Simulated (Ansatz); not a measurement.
In doubt: one-shot GW on d or f shells is unsure, so the values of those runs are not to be relied on.

Planning a GW calculation on AgCl (Fm-3m).

```yaml
crystal:
  lattice:
    - [0.00000, 2.77266, 2.77266]
    - [2.77266, 0.00000, 2.77266]
    - [2.77266, 2.77266, 0.00000]
  atoms:
    - { symbol: Ag, position: [0.00000, 0.00000, 0.00000] }
    - { symbol: Cl, position: [0.50000, 0.50000, 0.50000] }
```

The cell and positions are those that the Materials Project relaxed with its own functionals (PBE, PBE+U or r2SCAN), kept fixed. PAW set soft_2, made with PBE.

Runs so far (Ansatz 0.2.0, start PBE, default PAW files, 6×6×6 mesh). Times are wall times on 1 × NVIDIA H100 80GB HBM3 (shared by 6 runs) with 3 threads of AMD EPYC 7R13 (Zen 3), shared host, good to a factor of about two.

```tsv
bands summed	cutoff (eV)	gap on the mesh (eV)	time
57	60	1.943	14 s
140	120	2.043	14 s
```

**Question.** What should the next rung give, with 286 bands and screening to 200 eV, and where is the limit?

The error falls about as one over the bands when the cutoff rises with them. A line through the two highest rungs given predicts 2.079 eV; the run gave 2.086 eV, close to it. The two highest rungs put the limit near 2.126 eV, the pair below near 2.112 eV; their difference is a rough measure of what is unsettled in bands and cutoff; the mesh is a separate error.

Gaps are over the mesh's points; an edge off the mesh would be missed. Limits: not at the basis limit; d shell near the gap, gap tends to lie low; no spin-orbit coupling; coarse k mesh.

[Paths, hosts, dates, memory and timing lines, banners, echoed tables and standing remarks are left out of the program output.]

[Logs are printed without paths, hosts, clocks, repeated set-up lines and the standing remarks that a program may print on its own settings, such as how far it seeks lower states.]

[Runs of the session that timed out or met a known fault of the program may be left out.]

[Cells called generated may have been cut or substituted from an entry of the Crystallography Open Database or the Materials Project.]

[Hosts, paths, dates, database ids (printed as entryN), source tags and the programs' standing remarks are cut or masked in the printed files.]
